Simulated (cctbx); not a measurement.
## A crystallographic session in cctbx: B2WO5

Library: cctbx 2025.11. The data are simulated by the first script.

## 1. Simulate the data

run.py:

```python
from cctbx import adptbx, crystal, miller, sgtbx, xray
from cctbx.array_family import flex
from iotbx.shelx import hklf
from scitbx import matrix
import scitbx.random

cs = crystal.symmetry(unit_cell=(4.598, 6.97, 9.261, 90, 90.25, 90), space_group_symbol='Hall: -P 2ybc')  # P2_1/c
atoms = [  # label, site, U (iso, or U11 U22 U33 U12 U13 U23 in A^2), occupancy
    ("W1", (0.9861, 0.3905, 0.8238), (0.0221, 0.0069, 0.0079, 0.0009, 0.0027, 0.0010), 1),
    ("O1", (0.2332, 0.3996, 0.0306), (0.0287, 0.0252, 0.0306, 0.0042, 0.0019, -0.0026), 1),
    ("O2", (0.2167, 0.4183, 0.3251), (0.0176, 0.0197, 0.0167, -0.0000, -0.0003, 0.0016), 1),
    ("O3", (0.6416, 0.2227, 0.9434), (0.0229, 0.0258, 0.0135, 0.0001, -0.0008, 0.0026), 1),
    ("O4", (0.6929, 0.3429, 0.196), (0.0331, 0.0285, 0.0427, 0.0006, 0.0067, 0.0040), 1),
    ("O5", (0.6715, 0.6096, 0.3484), (0.0145, 0.0180, 0.0142, -0.0022, -0.0008, 0.0018), 1),
    ("B1", (0.4748, 0.2293, 0.5792), (0.0192, 0.0217, 0.0218, -0.0058, 0.0009, -0.0017), 1),
    ("B2", (0.4639, 0.9114, 0.1642), (0.0417, 0.0332, 0.0479, 0.0068, -0.0031, 0.0013), 1),
]
xs = xray.structure(crystal_symmetry=cs)
for label, site, u, occ in atoms:
    u = adptbx.u_cif_as_u_star(cs.unit_cell(), u) if isinstance(u, tuple) else u
    xs.add_scatterer(xray.scatterer(label, site=site, u=u, occupancy=occ))
xs.set_inelastic_form_factors(0.71073, "sasaki")
xs.show_summary()
p1 = xs.expand_to_p1()
ms = miller.build_set(p1, anomalous_flag=True, d_min=0.7)
flex.set_random_seed(787679)
scitbx.random.set_random_seed(787679)
ms = ms.select(flex.random_double(ms.size()) < 0.8)
i = ms.structure_factors_from_scatterers(p1, algorithm="direct").f_calc().as_intensity_array().data()
i = i * 20000 / flex.max(i)
sig = flex.sqrt(i + flex.pow2(0.015 * i) + 4 ** 2)
noise = scitbx.random.variate(scitbx.random.normal_distribution())(i.size())
data = ms.array(data=i + sig * noise, sigmas=sig).set_observation_type_xray_intensity()
with open("data.hkl", "w") as f:
    data.export_as_shelx_hklf(f)
print("reflections written:", data.size(), " <I/sigma> = %.1f" % flex.mean(data.data() / data.sigmas()))
for h, a, b in list(data.sort("data"))[:12]:
    print("%4d%4d%4d %9.1f %7.1f" % (h + (a, b)))
```

```console
$ python run.py
```

```text
Number of scatterers: 8
At special positions: 0
Unit cell: (4.598, 6.97, 9.261, 90, 90.25, 90)
Space group: P 1 21/c 1 (No. 14)
reflections written: 2880  <I/sigma> = 25.2
   0  -4   0   20095.8   331.7
  -1   2  -1   19381.2   324.9
   1   2   1   19350.8   324.9
   0   4   0   19302.4   331.7
  -1  -2  -1   19173.5   324.9
   1  -2   1   19079.9   324.9
   0   0   6   17260.7   294.0
  -1  -2   1   17103.1   286.3
  -1   2   1   17077.5   286.3
   1  -2  -1   16899.0   286.3
   1   0   0   16825.4   278.3
   1   2  -1   16789.8   286.3
```

It took 0.38 s on 1 thread of Arm Neoverse N1, with other jobs on the host, peak memory 0.07 GiB.

## 2. Symmetry

run.py:

```python
from cctbx import crystal, sgtbx, statistics
from cctbx.array_family import flex
from iotbx.shelx import hklf

p1 = crystal.symmetry(unit_cell=(4.598, 6.97, 9.261, 90, 90.25, 90), space_group_symbol="P 1")
raw = hklf.reader(file_name="data.hkl").as_miller_arrays(crystal_symmetry=p1, anomalous=True)[0]
print(raw.size(), "reflections to d = %.3f A" % raw.d_min())
isig = raw.data() / raw.sigmas()
print("centring   violations  <I/sigma> of those")
best = "P"
for c in "ABCIRF":
    a = raw.customized_copy(space_group_info=sgtbx.space_group_info("Hall: %s 1" % c)).sys_absent_flags().data()
    m = flex.mean(isig.select(a))
    print("%5s %10d of %5d %8.1f" % (c, (isig.select(a) > 4).count(True), a.count(True), m))
    if (isig.select(a) > 4).count(True) < 0.01 * a.count(True):
        best = c
raw = raw.select(~raw.customized_copy(space_group_info=sgtbx.space_group_info("Hall: %s 1" % best)).sys_absent_flags().data())
isig = raw.data() / raw.sigmas()
rows = []
for s in sgtbx.space_group_symbol_iterator():
    g = sgtbx.space_group(s)
    if g.conventional_centring_type_symbol() != best or not g.is_compatible_unit_cell(p1.unit_cell(), 1e-3, 0.02):
        continue
    rows.append((s, g))
print("Laue class    unique    Rint  (classes that these axes allow; Friedel mates merged)")
rint = {}
for s, g in rows:
    laue = g.build_derived_patterson_group()
    key = laue.type().hall_symbol()
    if key not in rint:
        m = raw.customized_copy(space_group_info=laue.info(), anomalous_flag=False).merge_equivalents()
        rint[key] = m.r_int()
        print("%-14s %6d %7.3f" % (laue.type().lookup_symbol(), m.array().size(), m.r_int()))
floor = min(rint.values())
good = [(s, g) for s, g in rows if rint[g.build_derived_patterson_group().type().hall_symbol()] < 2 * floor + 0.03]
top = max(g.build_derived_patterson_group().order_z() for s, g in good)
print("space group    extra absences  I>4sigma  <I/sigma>")
for s, g in good:
    laue = g.build_derived_patterson_group()
    if laue.order_z() != top:
        continue
    a = raw.customized_copy(space_group_info=g.info()).sys_absent_flags().data()
    a &= ~raw.customized_copy(space_group_info=laue.info()).sys_absent_flags().data()
    bad = (isig.select(a) > 4).count(True)
    if bad <= 0.03 * a.count(True):
        print("%-16s %8d %10d %9s  %s" % (s.universal_hermann_mauguin(), a.count(True), bad, "%.1f" % flex.mean(isig.select(a)) if a.count(True) else "-", "centric" if g.is_centric() else "acentric"))
laue = max(good, key=lambda t: t[1].build_derived_patterson_group().order_z())[1].build_derived_patterson_group()
f = raw.customized_copy(space_group_info=laue.info(), anomalous_flag=False).merge_equivalents().array().eliminate_sys_absent().f_sq_as_f()
f.set_observation_type_xray_amplitude()
bins = max(3, min(8, f.size() // 12))
f.setup_binner(n_bins=bins)
w = statistics.wilson_plot(f, {e: n / laue.order_z() for e, n in {'W': 4.0, 'O': 20.0, 'B': 8.0}.items()}, e_statistics=True)
print("Wilson B = %.2f A^2   <|E^2-1|> = %.3f (0.968 centric, 0.736 acentric)   E^2>4: %.1f %%" % (w.wilson_b, w.mean_e_sq_minus_1, w.percent_e_sq_gt_2))
print("shell (A)         n   <I/sigma>")
m = raw.customized_copy(space_group_info=laue.info(), anomalous_flag=False).merge_equivalents().array().eliminate_sys_absent()
for b in m.setup_binner(n_bins=bins).range_used():
    sel = m.binner().selection(b)
    print("%5.2f - %4.2f %6d %8.1f" % (min(m.binner().bin_d_range(b)[0] if m.binner().bin_d_range(b)[0] > 0 else 99, 99), m.binner().bin_d_range(b)[1], sel.count(True), flex.mean((m.data() / m.sigmas()).select(sel))))
```

```console
$ python run.py
```

```text
2880 reflections to d = 0.700 A
centring   violations  <I/sigma> of those
    A       1225 of  1445     25.2
    B       1241 of  1447     24.9
    C       1220 of  1438     24.8
    I       1211 of  1434     25.0
    R       1637 of  1926     25.4
    F       1843 of  2165     25.0
Laue class    unique    Rint  (classes that these axes allow; Friedel mates merged)
P -1             1730   0.014
P 1 2/m 1         971   0.016
space group    extra absences  I>4sigma  <I/sigma>
P 1 2 1                 0          0         -  acentric
P 1 21 1                9          0       0.2  acentric
P 1 m 1                 0          0         -  acentric
P 1 c 1               115          0      -0.1  acentric
P 1 2/m 1               0          0         -  centric
P 1 21/m 1              9          0       0.2  centric
P 1 2/c 1             115          0      -0.1  centric
P 1 21/c 1            124          0      -0.0  centric
Wilson B = 0.99 A^2   <|E^2-1|> = 0.876 (0.968 centric, 0.736 acentric)   E^2>4: 2.2 %
shell (A)         n   <I/sigma>
 9.26 - 1.40    131     51.4
 1.40 - 1.11    131     47.5
 1.11 - 0.97    114     38.7
 0.97 - 0.88    121     41.4
 0.88 - 0.82    116     34.0
 0.82 - 0.77    111     37.2
 0.77 - 0.73    127     30.7
 0.73 - 0.70    120     29.6
```

Time: 0.4 s.

## 3. Charge flipping

run.py:

```python
import itertools
from cctbx import crystal, maptbx
from cctbx.array_family import flex
from iotbx.shelx import hklf
from smtbx.ab_initio import charge_flipping as cf

cs = crystal.symmetry(unit_cell=(4.598, 6.97, 9.261, 90, 90.25, 90), space_group_symbol='Hall: -P 2ybc')  # P2_1/c
raw = hklf.reader(file_name="data.hkl").as_miller_arrays(crystal_symmetry=cs, anomalous=True)[0]
merged = raw.eliminate_sys_absent().merge_equivalents()
fo2 = merged.array().set_observation_type_xray_intensity()
f = fo2.average_bijvoet_mates().f_sq_as_f().resolution_filter(d_min=0.9)
p1 = f.expand_to_p1()
p1.setup_binner_counting_sorted(reflections_per_bin=max(40, p1.size() // 12))
work = p1.array(data=p1.data() / p1.amplitude_quasi_normalisations().data())
flex.set_random_seed(24483)
it = cf.weak_reflection_improved_iterator(delta=None, weak_reflection_fraction=0.3)
it.start(work, phases=flex.random_double(p1.size()) * 6.2832, f_000=0)
it.delta = 1 * it.rho_map.sigma()
print("cycle      R  skewness")
for n, st in enumerate(itertools.islice(it, 150)):
    if n % 12 == 0:
        print("%5d %6.3f %8.2f" % (n, st.r1_factor(), st.rho_map.skewness()))
rho = p1.phase_transfer(it.f_calc).fft_map().apply_volume_scaling()
polish = cf.low_density_elimination_iterator(constant_rho_c=rho.sigma())
polish.start(f_obs=p1, phases=it.f_calc, f_000=0)
for _ in range(8):
    next(polish)
print("origin shift          correlation  skewness")
maps = []
for fc, shift, cc in itertools.islice(cf.f_calc_symmetrisations(f, polish.f_calc, 0), 4):
    m = f.phase_transfer(fc).fft_map(symmetry_flags=maptbx.use_space_group_symmetry, resolution_factor=0.25).apply_sigma_scaling()
    maps.append((m.skewness(), cc, m))
    print("%6.3f %6.3f %6.3f %10.3f %9.2f" % (tuple(shift) + (cc, m.skewness())))
skew, cc, m = max((t for t in maps if t[1] > maps[0][1] - 0.04), key=lambda t: t[0])
print("taken: symmetry correlation %.3f, skewness %.2f" % (cc, skew))
peaks = m.peak_search(parameters=maptbx.peak_search_parameters(min_distance_sym_equiv=0.9, max_clusters=13)).all()
sps = cs.special_position_settings(min_distance_sym_equiv=0.5)
print("peak      x       y       z  mult  height/sigma")
for k, (x, h) in enumerate(zip(peaks.sites(), peaks.heights())):
    ss = sps.site_symmetry(x)
    print("Q%-3d %7.4f %7.4f %7.4f %4d %8.1f" % ((k + 1,) + tuple(t % 1 for t in ss.exact_site()) + (ss.multiplicity(), h)))
```

```console
$ python run.py
```

```text
cycle      R  skewness
    0  0.591     0.14
   12  0.438     1.22
   24  0.446     1.43
   36  0.433     1.52
   48  0.431     1.57
   60  0.443     1.71
   72  0.447     1.81
   84  0.432     1.86
   96  0.449     2.04
  108  0.458     1.93
  120  0.440     2.15
  132  0.448     2.17
  144  0.465     2.68
origin shift          correlation  skewness
 0.042  0.093  0.058      0.718      1.32
 0.207  0.107  0.328      0.719      1.60
 0.414  0.155  0.326      0.722      1.28
 0.099  0.160  0.075      0.697      1.46
taken: symmetry correlation 0.719, skewness 1.60
peak      x       y       z  mult  height/sigma
Q1    0.1490  0.1063  0.9405    4      8.2
Q2    0.0911  0.6184  0.0759    4      8.0
Q3    0.4336  0.0851  0.7386    4      3.9
Q4    0.3113  0.7308  0.3081    4      3.8
Q5    0.1819  0.1885  0.7610    4      2.9
Q6    0.3160  0.2284  0.4552    4      2.9
Q7    0.4014  0.6007  0.6009    4      2.8
Q8    0.5075  0.0946  0.6096    4      2.7
Q9    0.2325  0.5356  0.1398    4      2.5
Q10   0.1037  0.6765  0.9265    4      2.5
Q11   0.0387  0.0038  0.1782    4      2.4
Q12   0.4756  0.7258  0.6897    4      2.3
Q13   0.2488  0.0491  0.2989    4      2.2
```

Time: 0.48 s.

## 4. Charge flipping

run.py, as its changes from the last script of this kind:

```diff
@@ -13,3 +13,2 @@
-p1.setup_binner_counting_sorted(reflections_per_bin=max(40, p1.size() // 12))
-work = p1.array(data=p1.data() / p1.amplitude_quasi_normalisations().data())
-flex.set_random_seed(24483)
+work = p1
+flex.set_random_seed(24484)
@@ -20,2 +19,2 @@
-for n, st in enumerate(itertools.islice(it, 150)):
-    if n % 12 == 0:
+for n, st in enumerate(itertools.islice(it, 300)):
+    if n % 25 == 0:
```

```console
$ python run.py
```

```text
cycle      R  skewness
    0  0.557     0.28
   25  0.444     2.06
   50  0.392     5.79
   75  0.390     5.63
  100  0.352     5.75
  125  0.372     5.71
  150  0.363     6.16
  175  0.369     6.18
  200  0.370     5.71
  225  0.374     5.54
  250  0.386     5.93
  275  0.366     5.84
origin shift          correlation  skewness
 0.090  0.180  0.302      0.763      1.36
 0.224  0.219  0.049      0.735      1.31
-0.004  0.391  0.118      0.741      1.27
 0.092  0.394  0.303      0.743      1.22
taken: symmetry correlation 0.763, skewness 1.36
peak      x       y       z  mult  height/sigma
Q1    0.3524  0.0972  0.6337    4      7.5
Q2    0.0298  0.6585  0.3226    4      6.0
Q3    0.3762  0.5954  0.4891    4      4.8
Q4    0.0374  0.1140  0.3277    4      4.2
Q5    0.0298  0.1905  0.8322    4      3.1
Q6    0.0375  0.1238  0.4600    4      3.0
Q7    0.9882  0.1277  0.0320    4      3.0
Q8    0.2206  0.5944  0.0541    4      2.9
Q9    0.1952  0.7221  0.9069    4      2.5
Q10   0.2265  0.9938  0.4195    4      2.4
Q11   0.1092  0.5675  0.8333    4      2.4
Q12   0.1927  0.0576  0.1041    4      2.2
Q13   0.3113  0.5638  0.7895    4      1.9
```

Time: 0.51 s.

## 5. Charge flipping

run.py, as its changes from the last script of this kind:

```diff
@@ -13,2 +13,3 @@
-work = p1
-flex.set_random_seed(24484)
+p1.setup_binner_counting_sorted(reflections_per_bin=max(40, p1.size() // 12))
+work = p1.array(data=p1.data() / p1.amplitude_quasi_normalisations().data())
+flex.set_random_seed(24485)
@@ -19,2 +20,2 @@
-for n, st in enumerate(itertools.islice(it, 300)):
-    if n % 25 == 0:
+for n, st in enumerate(itertools.islice(it, 450)):
+    if n % 37 == 0:
```

```console
$ python run.py
```

```text
cycle      R  skewness
    0  0.580     0.18
   37  0.438     1.71
   74  0.466     4.27
  111  0.488     4.19
  148  0.477     4.78
  185  0.480     4.24
  222  0.482     4.37
  259  0.486     4.64
  296  0.472     4.48
  333  0.472     4.53
  370  0.473     4.57
  407  0.476     4.02
  444  0.499     4.66
origin shift          correlation  skewness
 0.268  0.453  0.036      0.733      1.06
 0.179  0.033  0.199      0.730      1.36
 0.112  0.025  0.343      0.725      1.40
 0.112  0.031  0.267      0.737      1.09
taken: symmetry correlation 0.725, skewness 1.40
peak      x       y       z  mult  height/sigma
Q1    0.4348  0.0894  0.7945    4      8.0
Q2    0.4195  0.7226  0.7647    4      6.5
Q3    0.3956  0.5198  0.7509    4      3.9
Q4    0.4318  0.6183  0.9406    4      3.9
Q5    0.3533  0.1964  0.9208    4      3.3
Q6    0.2913  0.1077  0.5750    4      2.8
Q7    0.1261  0.7070  0.3225    4      2.7
Q8    0.0227  0.7633  0.4311    4      2.5
Q9    0.1182  0.2516  0.2920    4      2.4
Q10   0.3091  0.1259  0.3399    4      2.4
Q11   0.1082  0.9838  0.3118    4      2.3
Q12   0.4461  0.2478  0.1158    4      2.1
Q13   0.3743  0.6311  0.1838    4      2.0
```

It took 0.56 s on 1 thread of Arm Neoverse N1, with other jobs on the host, peak memory 0.07 GiB.

[Logs are printed without paths, hosts, clocks, repeated set-up lines and the standing remarks that a program may print on its own settings, such as how far it seeks lower states.]
